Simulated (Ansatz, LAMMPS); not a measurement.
# Amorphous Ge at 4.54 g/cm^3 (72 atoms): relaxation and levels of theory

Which bonds does the relaxation leave, and how do the Kohn-Sham gap, forces and pressure change with functional?

Calculated with Ansatz 0.2.0: Kohn-Sham DFT, PBE, PAW (set soft_2), plane waves; cutoff 420 eV, Γ point, fermi-dirac smearing of 0.025 eV.

In doubt: the hybrid run may have settled on a false gap or state (Ansatz), so the values of those runs are not to be relied on; a hybrid run on one k-point (Ansatz), which bears on gaps, levels and energies.

**The cell**

Density at the start: 4.54 g/cm³. The cell holds 72 atoms: 72 Ge. Cell: a = 12.409 Å, b = 12.409 Å, c = 12.409 Å, α = 90.0°, β = 90.0°, γ = 90.0°. 72 atoms (72 Ge) placed at random at 4.54 g/cm³, melted at 3500 K for 10 ps at fixed volume with the Tersoff potential (Tersoff, Phys. Rev. B 39, 5566 (1989)). Quenched from 3500 K to 300 K at 20 K/ps and fixed volume, annealed at 800 K for 20 ps, held 5 ps, then minimised at fixed cell.

The atoms were relaxed with PBE. The walk converged after 14 steps, with a largest force component of 0.0188 eV/Å; it began at an r.m.s. force component of 0.18 eV/Å. The energy fell by 18.4 meV an atom.

The input of the reference single point:

```yaml
crystal:
  lattice:
    - [12.4086, 0.0, 0.0]
    - [0.0, 12.4086, 0.0]
    - [0.0, 0.0, 12.4086]
  atoms:
    - { symbol: Ge, position: [0.31817, 0.1196, 0.67107] }
    - { symbol: Ge, position: [0.73862, 0.22273, 0.91966] }
    - { symbol: Ge, position: [0.17301, 0.11403, 0.28571] }
    - { symbol: Ge, position: [0.4972, 0.73255, 0.04728] }
    [... 66 atom lines left out ...]
    - { symbol: Ge, position: [0.2633, 0.92716, 0.69919] }
    - { symbol: Ge, position: [0.61556, 0.91238, 0.80654] }
kpoints:
  mp_grid: { grid: [1, 1, 1] }
hamiltonian:
  xc: pbe
scf:
  occupations: { method: fermi_dirac, width: 0.025 }
output:
  forces: true
  stress: true
  populations: true
  dos:
    method: { smearing: { sigma: 0.08 } }
    de: 0.05
    projected: { site_lists: { Ge: [Ge] } }
  eigenvalues: true
  write_density: true
  write_potential: true
  volumetric_format: npy
```

**Bonds after relaxation**

Bonds by pair of elements; cutoffs follow the first minimum of g(r), held within bounds set by covalent radii, and pairs that aren't listed don't count as bonded:

| pair A-B | cutoff (Å) | bonds | mean length (Å) | spread (Å) | shortest (Å) | B about A | A about B |
| --- | --- | --- | --- | --- | --- | --- | --- |
| Ge-Ge | 3.02 | 146 | 2.58 | 0.075 | 2.46 | 4.06 | 4.06 |

How many atoms have how many bonded neighbours:

| element | mean | 3 | 4 | 5 |
| --- | --- | --- | --- | --- |
| Ge | 4.06 | 2 | 64 | 6 |

**Levels of theory**

Single points at the relaxed geometry:

| functional | k-mesh | Kohn-Sham gap (eV) | pressure (GPa) | r.m.s. force component (eV/Å) | SCF cycles | time |
| --- | --- | --- | --- | --- | --- | --- |
| PBE | 1×1×1 | 0.212 | -1.99 | 0.006 | 14 | 24 s |
| r2SCAN | 1×1×1 | 0.220 | -4.25 | 0.087 | 13 | 48 s |
| PBEsol | 1×1×1 | 0.211 | -4.30 | 0.044 | 15 | 23 s |

The gap is that between the highest filled and lowest empty Kohn-Sham level on the run's k-points. Cutoffs: 420 eV for PBE and PBEsol; 500 eV for r2SCAN. Times come from shared hosts and are rough.

**Findings**

By these cutoffs 89 % of Ge atoms have 4 neighbours. The Kohn-Sham gap is 0.21 eV with PBE on the 1×1×1 mesh. On the reference's mesh the gap changes with r2SCAN by +0.01 eV and PBEsol by under 0.01 eV. Against the reference the pressure changes with r2SCAN by -2.3 GPa and PBEsol by -2.3 GPa; a negative change means a smaller volume than PBE would take.

Limits: 1 converged run is left out of the tables as doubtful: HSE06 on 1×1×1 (the hybrid may have settled on a false gap or state). All single points share the geometry relaxed with PBE. The density was set when the cell was made, as one point of a scan, and needn't be that of the real material. One sample; tail or defect levels can set the gap of a disordered cell. The quench rate of 20 K/ps is many orders above laboratory rates, so the cell is likely richer in defects and strain than a real sample. The network of bonds at the start is that of the classical potential that made the cell, and needn't be the one that DFT or experiment would give. Spin–orbit coupling is left out; it splits the top valence bands of compounds with Ge, As, Se, Sb or Te and narrows their gaps.

[Logs are printed without paths, hosts, clocks, repeated set-up lines and the standing remarks that a program may print on its own settings, such as how far it seeks lower states.]

[Hosts, paths, dates, database ids (printed as entryN), source tags and the programs' standing remarks are cut or masked in the printed files.]
